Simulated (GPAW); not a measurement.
# CaCu2S2: optical spectrum from first principles

Aim: the dielectric function of CaCu2S2, and the optical constants that follow from it.

Calculated with GPAW 26.7.0; DFT, revPBE, plane-wave PAW (GPAW data sets), scalar-relativistic, RPA, optical limit.

### 1. The structure

It takes space group P-3m1 (No. 164, trigonal). Conventional cell: a = 3.940 Å, b = 3.940 Å, c = 6.523 Å, α = 90.00°, β = 90.00°, γ = 120.00°. Nearest to Cu lie 4 S at 2.41 Å. Ca has 6 S at 2.81 Å nearest. Nearest to S lie 4 Cu at 2.41 Å and 3 Ca at 2.81 Å. Farther neighbours and most contacts between anions are not listed.

As a file:

```cif
data_structure
_symmetry_space_group_name_H-M 'P-3m1'
_symmetry_Int_Tables_number 164
_cell_length_a 3.9400
_cell_length_b 3.9400
_cell_length_c 6.5230
_cell_angle_alpha 90.000
_cell_angle_beta 90.000
_cell_angle_gamma 120.000
_cell_volume 87.69
loop_
_atom_site_label
_atom_site_type_symbol
_atom_site_symmetry_multiplicity
_atom_site_Wyckoff_symbol
_atom_site_fract_x
_atom_site_fract_y
_atom_site_fract_z
_atom_site_occupancy
Cu1 Cu 2 d 0.66667 0.33333 0.62351 1
Ca1 Ca 1 a 0.00000 0.00000 0.00000 1
S1 S 2 d 0.66667 0.33333 0.25370 1
```

### 2. Ground state

First the ground state: is it a metal or has it a gap?

This step: DFT, revPBE, plane-wave PAW (GPAW data sets), scalar-relativistic, ground state (GPAW 26.7.0).

Input file gs.py:

```python
from ase import Atoms
from ase.dft.bandgap import bandgap
from gpaw import GPAW, PW, FermiDirac

atoms = Atoms(['Cu', 'Cu', 'Ca', 'S', 'S'],
              cell=[[3.939999960606, 0.000000000000, 0.000000000000],
                    [-1.969999980303, 3.412140056795, 0.000000000000],
                    [0.000000000000, 0.000000000000, 6.523000000000]],
              scaled_positions=[[0.666666666667, 0.333333333333, 0.623510000000],
                                [0.333333333333, 0.666666666667, 0.376490000000],
                                [0.000000000000, 0.000000000000, 0.000000000000],
                                [0.666666666667, 0.333333333333, 0.253700000000],
                                [0.333333333333, 0.666666666667, 0.746300000000]],
              pbc=[True, True, True])
atoms.calc = GPAW(mode=PW(500), xc='revPBE', kpts={'size': (7, 7, 4), 'gamma': True},
                  occupations=FermiDirac(0.05), maxiter=150, txt='gs.txt')
print('energy (eV)', atoms.get_potential_energy())
print('Fermi level (eV)', atoms.calc.get_fermi_level())
print('valence electrons', atoms.calc.get_number_of_electrons())
print('gap (eV)', bandgap(atoms.calc, output=None)[0])
print('direct gap (eV)', bandgap(atoms.calc, direct=True, output=None)[0])
atoms.calc.write('gs.gpw')
```

Command:

```bash
OMP_NUM_THREADS=1 python gs.py
```

Numbers of over 12 decimals in the logs are rounded to 6 here.

What it wrote:

```text
__  _  _
 | _ |_)|_||  |
 |__||  | ||/\| - 26.7.0

Versions:
  Python: 3.12.14
  ASE:    3.29.0
  Numpy:  2.5.5
  Scipy:  1.18.1
  Libxc:  7.0.0

Input parameters:
  mode=PW(ecut=500.0),
  kpts=MonkhorstPack(size=(7, 7, 4), gamma=True),
  maxiter=150,
  occupations=Occupations(name='fermi-dirac', width=0.05, fixmagmom=False),
  xc=XC(name='revPBE')

Diagonalizing LCAO Hamiltonian
Converting LCAO to pw mode

         S
             Cu

         Cu
             S

       Ca

Atoms  # Å, Bohr magnetons
|   | symbol |         x |        y |        z |    initial magnetic moments |
| 0 |     Cu |  1.970000 | 1.137380 | 4.067156 | ( 0.0000,  0.0000,  0.0000) |
| 1 |     Cu | -0.000000 | 2.274760 | 2.455844 | ( 0.0000,  0.0000,  0.0000) |
| 2 |     Ca |  0.000000 | 0.000000 | 0.000000 | ( 0.0000,  0.0000,  0.0000) |
| 3 |      S |  1.970000 | 1.137380 | 1.654885 | ( 0.0000,  0.0000,  0.0000) |
| 4 |      S | -0.000000 | 2.274760 | 4.868115 | ( 0.0000,  0.0000,  0.0000) |

Unit cell  # Å
| periodic |         x |        y |        z |  lengths |     angles |
|      yes |  3.940000 | 0.000000 | 0.000000 | 3.940000 |  90.000000 |
|      yes | -1.970000 | 3.412140 | 0.000000 | 3.940000 |  90.000000 |
|      yes |  0.000000 | 0.000000 | 6.523000 | 6.523000 | 120.000000 |

Number of symmetries: 12
Symmetry operations  # r_c * U_cc + t_c -> r_c
|    | kind |            matrix            |
|  0 |  σ   |  1, 1, 0,  0,-1, 0,  0, 0, 1 |
|  1 |  S6  |  1, 1, 0, -1, 0, 0,  0, 0,-1 |
|  2 |  E   |  1, 0, 0,  0, 1, 0,  0, 0, 1 |
|  3 |  C2  |  1, 0, 0, -1,-1, 0,  0, 0,-1 |
|  4 |  C2  |  0, 1, 0,  1, 0, 0,  0, 0,-1 |
|  5 |  C3  |  0, 1, 0, -1,-1, 0,  0, 0, 1 |
|  6 |  S6  |  0,-1, 0,  1, 1, 0,  0, 0,-1 |
|  7 |  σ   |  0,-1, 0, -1, 0, 0,  0, 0, 1 |
|  8 |  σ   | -1, 0, 0,  1, 1, 0,  0, 0, 1 |
|  9 |  i   | -1, 0, 0,  0,-1, 0,  0, 0,-1 |
| 10 |  C3  | -1,-1, 0,  1, 0, 0,  0, 0, 1 |
| 11 |  C2  | -1,-1, 0,  0, 1, 0,  0, 0,-1 |

BZ-sampling:
  Number of BZ points: 196
  Number of IBZ points: 28

  Monkhorst-Pack size: [7, 7, 4]
  Monkhorst-Pack shift: [0.0, 0.0, 0.125]

K-points  # in reciprocal-cell coordinates
|     |                                coordinates |     weight |
|   0 | (  0.00000000,   0.00000000,   0.00000000) | 0.00510204 |
|   1 | (  0.00000000,   0.00000000,   0.25000000) | 0.01020408 |
|   2 | (  0.00000000,   0.00000000,   0.50000000) | 0.00510204 |
|   3 | (  0.14285714,   0.00000000,  -0.25000000) | 0.03061224 |
|   4 | (  0.14285714,   0.00000000,   0.00000000) | 0.03061224 |
|   5 | (  0.14285714,   0.00000000,   0.25000000) | 0.03061224 |
|   6 | (  0.14285714,   0.00000000,   0.50000000) | 0.03061224 |
|   7 | (  0.28571429,  -0.14285714,   0.00000000) | 0.03061224 |
|   8 | (  0.28571429,  -0.14285714,   0.25000000) | 0.06122449 |
|   9 | (  0.28571429,  -0.14285714,   0.50000000) | 0.03061224 |
| ... |                                            |            |
|  27 | (  0.42857143,   0.42857143,   0.50000000) | 0.03061224 |

Plane wave coefficients: 2238
Cutoff: 500.0 eV

Spin-components: 1 (collinear spins)
Bands:           31
Projectors:      27
Spin-degeneracy: 2
Datatype:        complex128

Parallelization:
  kpt:    1
  domain: 1
  band:   1

Density:
  Valence electrons: 44.0
  Components: 1
  Grid points: [21 21 35]
  Charge: 0.0  # |e|

Potential:
  Grid points: [21 21 35]

species:
  Cu:
    name:    Copper
    id:
    Z:       29.0
    valence: 11
    core:    18
    charge:  0.0  # [|e|]
    compensation charges:
      type: gauss
      rc: 0.33  # [Å]
      lmax: 2
    cutoffs:
      filter: 2.06  # [Å]
      core: 2.43  # [Å]
    projectors
    | kind |    occ | energy [eV] | rcut [Å] |
    |   4s |  1.000 |      -4.507 |    1.164 |
    |   4p |  0.000 |      -0.684 |    1.164 |
    |   3d | 10.000 |      -4.958 |    1.058 |
    |    s |        |      22.704 |    1.164 |
    |    p |        |      26.527 |    1.164 |
    |    d |        |      22.253 |    1.058 |

    Using partial waves for Cu as LCAO basis

  Ca:
    name:    Calcium
    id:
    Z:       20.0
    valence: 10
    core:    10
    charge:  0.0  # [|e|]
    compensation charges:
      type: gauss
      rc: 0.37  # [Å]
      lmax: 2
    cutoffs:
      filter: 2.10  # [Å]
      core: 1.17  # [Å]
    projectors
    | kind |    occ | energy [eV] | rcut [Å] |
    |   3s |  2.000 |     -47.158 |    1.175 |
    |   4s |  2.000 |      -3.737 |    1.175 |
    |   3p |  6.000 |     -28.037 |    1.154 |
    |    p |        |      -0.826 |    1.154 |
    |    d |        |       0.000 |    0.937 |

    Using partial waves for Ca as LCAO basis

  S:
    name:    Sulfur
    id:
    Z:       16.0
    valence: 6
    core:    10
    charge:  0.0  # [|e|]
    compensation charges:
      type: gauss
      rc: 0.24  # [Å]
      lmax: 2
    cutoffs:
      filter: 1.77  # [Å]
      core: 1.66  # [Å]
    projectors
    | kind |    occ | energy [eV] | rcut [Å] |
    |   3s |  2.000 |     -17.230 |    0.974 |
    |   3p |  4.000 |      -6.978 |    0.979 |
    |    s |        |       9.981 |    0.974 |
    |    p |        |      20.234 |    0.979 |
    |    d |        |       0.000 |    0.900 |

    Using partial waves for S as LCAO basis

Reference energy: -130286.025665  # eV

eigensolver:
  PPCG
  Converge bands: occupied
  niter=2

density mixing:
  MSR1-Mixer
  Pratt-step length: 0.05
  Maximum mixing coefficient: 0.75
  Old densities: 10
  SVD Regularization: 0.005
  Good broyden scale: 1.0
  Trust region scale: 1.0
  Backstep threshold: 4.0
  History deletion threshold: 6.0
  Fourier metric: weight=20.0, sigma=0.015

occupation numbers:
  Fermi-Dirac:
    width: 0.0500  # eV

poisson solver:
  ecut: 4000.0  # eV

xc functional:
  name: revPBE with 2 nearest neighbor stencil

convergence criteria:
- Maximum [total energy] change in last 3 cyles: 0.0005 eV / valence electron
- Maximum integral of absolute [dens]ity change: 0.0001 electrons / valence electron
- Maximum integral of absolute [eigenst]ate change: 4e-08 eV^2 / valence electron
maximum number of iterations: 150

SCF iterations
|iter     |      energy | eigst |  dens |
|iter:   1||  -22.488292 | +0.58 |       |
|iter:   2||  -21.557254 | -0.88 | -1.09 |
|iter:   3||  -20.600958 | -1.10 | -1.22 |
|iter:   4||  -20.562614 | -2.59 | -1.55 |
|iter:   5||  -20.561835 | -2.96 | -1.67 |
|iter:   6||  -20.567047c| -3.57 | -2.02 |
|iter:   7||  -20.567379c| -4.69 | -2.84 |
|iter:   8||  -20.567429c| -5.50 | -3.28 |
|iter:   9||  -20.567439c| -6.39 | -3.70 |
|iter:  10||  -20.567439c| -7.51c| -4.31c|

Converged in 10 steps
SCF loop duration: 31.409 s (3.141 s/step)
Energy contributions relative to reference atoms: (reference = -130286.025665)

Energy contributions:
  Kinetic:           5.866872
  Coulomb:          -5.797886
  Zero:             -0.395071
  External:          0.000000
  Xc:              -20.241354
  Entropy:          -0.000000
  Spinorbit:         0.000000
  ----------------------------
  Free energy:     -20.567439
  Extrapolated:    -20.567439

dipole moment: (-6.503405, -11.264228, -21.533864)  # |e|*Ang

Fermi level: 7.250
Eigenvalues  # (at kpt = [0.000, 0.000, 0.000])
| band index |      eig [eV] | occ [0-2] |
|          0 |       -34.010 |     2.000 |
|        ... |               |           |
|         14 |         4.787 |     2.000 |
|         15 |         4.972 |     2.000 |
|         16 |         4.972 |     2.000 |
|         17 |         6.024 |     2.000 |
|         18 |         6.024 |     2.000 |
|         19 |         6.510 |     2.000 |
|         20 |         6.644 |     2.000 |
|         21 |         6.644 |     2.000 |
|         22 |         7.801 |     0.000 |
|         23 |         8.955 |     0.000 |
|         24 |         9.490 |     0.000 |
|         25 |         9.948 |     0.000 |
|         26 |         9.948 |     0.000 |
|         27 |        10.731 |     0.000 |
|         28 |        10.731 |     0.000 |
|         29 |        12.783 |     0.000 |
|         30 |        12.783 |     0.000 |

Gap: 1.157 eV
Transition (v -> c):
  (s=0, k=0, n=21, [0.00, 0.00, 0.00]) -> (s=0, k=0, n=22, [0.00, 0.00, 0.00])
No difference between direct/indirect transitions

--- standard output ---
energy (eV) -20.567439
Fermi level (eV) 7.249932
valence electrons 44.0
gap (eV) 1.156930
direct gap (eV) 1.156930
```

Run time: 36 s. Hardware: 1 thread of AMD EPYC 9R45, shared host; peak memory 0.2 GiB.

This step gave:

```
energy                 : -20.57 eV
Fermi energy           : 7.250 eV
gap on the k-mesh      : 1.157 eV
direct gap on the mesh : 1.157 eV
electrons              : 44
```

There is a gap, 1.16 eV on this mesh (points off the mesh can give less), so no carriers' term is needed.

### 3. Bands for the response

The response needs many more empty bands than the density does.

This step: DFT, revPBE, plane-wave PAW (GPAW data sets), scalar-relativistic, bands at fixed density (GPAW 26.7.0).

Input file nscf.py:

```python
from ase.dft.bandgap import bandgap
from gpaw import GPAW, FermiDirac

calc = GPAW('gs.gpw').fixed_density(kpts={'size': (12, 12, 6), 'gamma': True}, nbands=58, convergence={'bands': 52},
                                    occupations=FermiDirac(0.001), txt='nscf.txt')
print('gap (eV)', bandgap(calc, output=None)[0])
print('direct gap (eV)', bandgap(calc, direct=True, output=None)[0])
print('top band over the Fermi level (eV)', min(calc.get_eigenvalues(kpt=k)[51] for k in range(len(calc.get_ibz_k_points()))) - calc.get_fermi_level())
calc.write('full.gpw', mode='all')
```

Command:

```bash
OMP_NUM_THREADS=1 python nscf.py
```

What it wrote:

```text
Diagonalizing LCAO Hamiltonian
Converting LCAO to pw mode
convergence criteria:
- Maximum integral of absolute [eigenst]ate change: 4e-08 eV^2 / valence electron
maximum number of iterations: 150

SCF iterations
|iter     |      energy | eigst |  dens |
|iter:   1||             | +3.18 |       |
|iter:   2||             | +2.00 |       |
|iter:   3||             | +0.92 |       |
|iter:   4||             | -0.33 |       |
|iter:   5||             | -1.22 |       |
|iter:   6||             | -2.24 |       |
|iter:   7||             | -3.08 |       |
|iter:   8||             | -4.07 |       |
|iter:   9||             | -4.91 |       |
|iter:  10||             | -5.87 |       |
|iter:  11||             | -6.69 |       |
|iter:  12||             | -7.36 |       |
|iter:  13||             | -7.87c|       |
SCF steps: 13
  __  _  _
 | _ |_)|_||  |
 |__||  | ||/\| - 26.7.0

Versions:
  Python: 3.12.14
  ASE:    3.29.0
  Numpy:  2.5.5
  Scipy:  1.18.1
  Libxc:  7.0.0

Input parameters:
  mode=PW(ecut=500.0),
  convergence={'bands': 52},
  gpts=array([21, 21, 35]),
  kpts=MonkhorstPack(size=(12, 12, 6), gamma=True),
  maxiter=150,
  nbands=58,
  occupations=Occupations(name='fermi-dirac', width=0.001, fixmagmom=False),
  parallel={},
  xc=XC(name='revPBE')

--- standard output ---
gap (eV) 1.156930
direct gap (eV) 1.156930
top band over the Fermi level (eV) 18.926558
```

Run time: 3.4 min. Hardware: 1 thread; peak memory 0.44 GiB.

[end of part 1 of 2]

[Machine, clock and banner lines and Python warnings are left out of the logs.]

[Logs are printed without paths, hosts, clocks, repeated set-up lines and the standing remarks that a program may print on its own settings, such as how far it seeks lower states.]

[Hosts, paths, dates, database ids (printed as entryN), source tags and the programs' standing remarks are cut or masked in the printed files.]
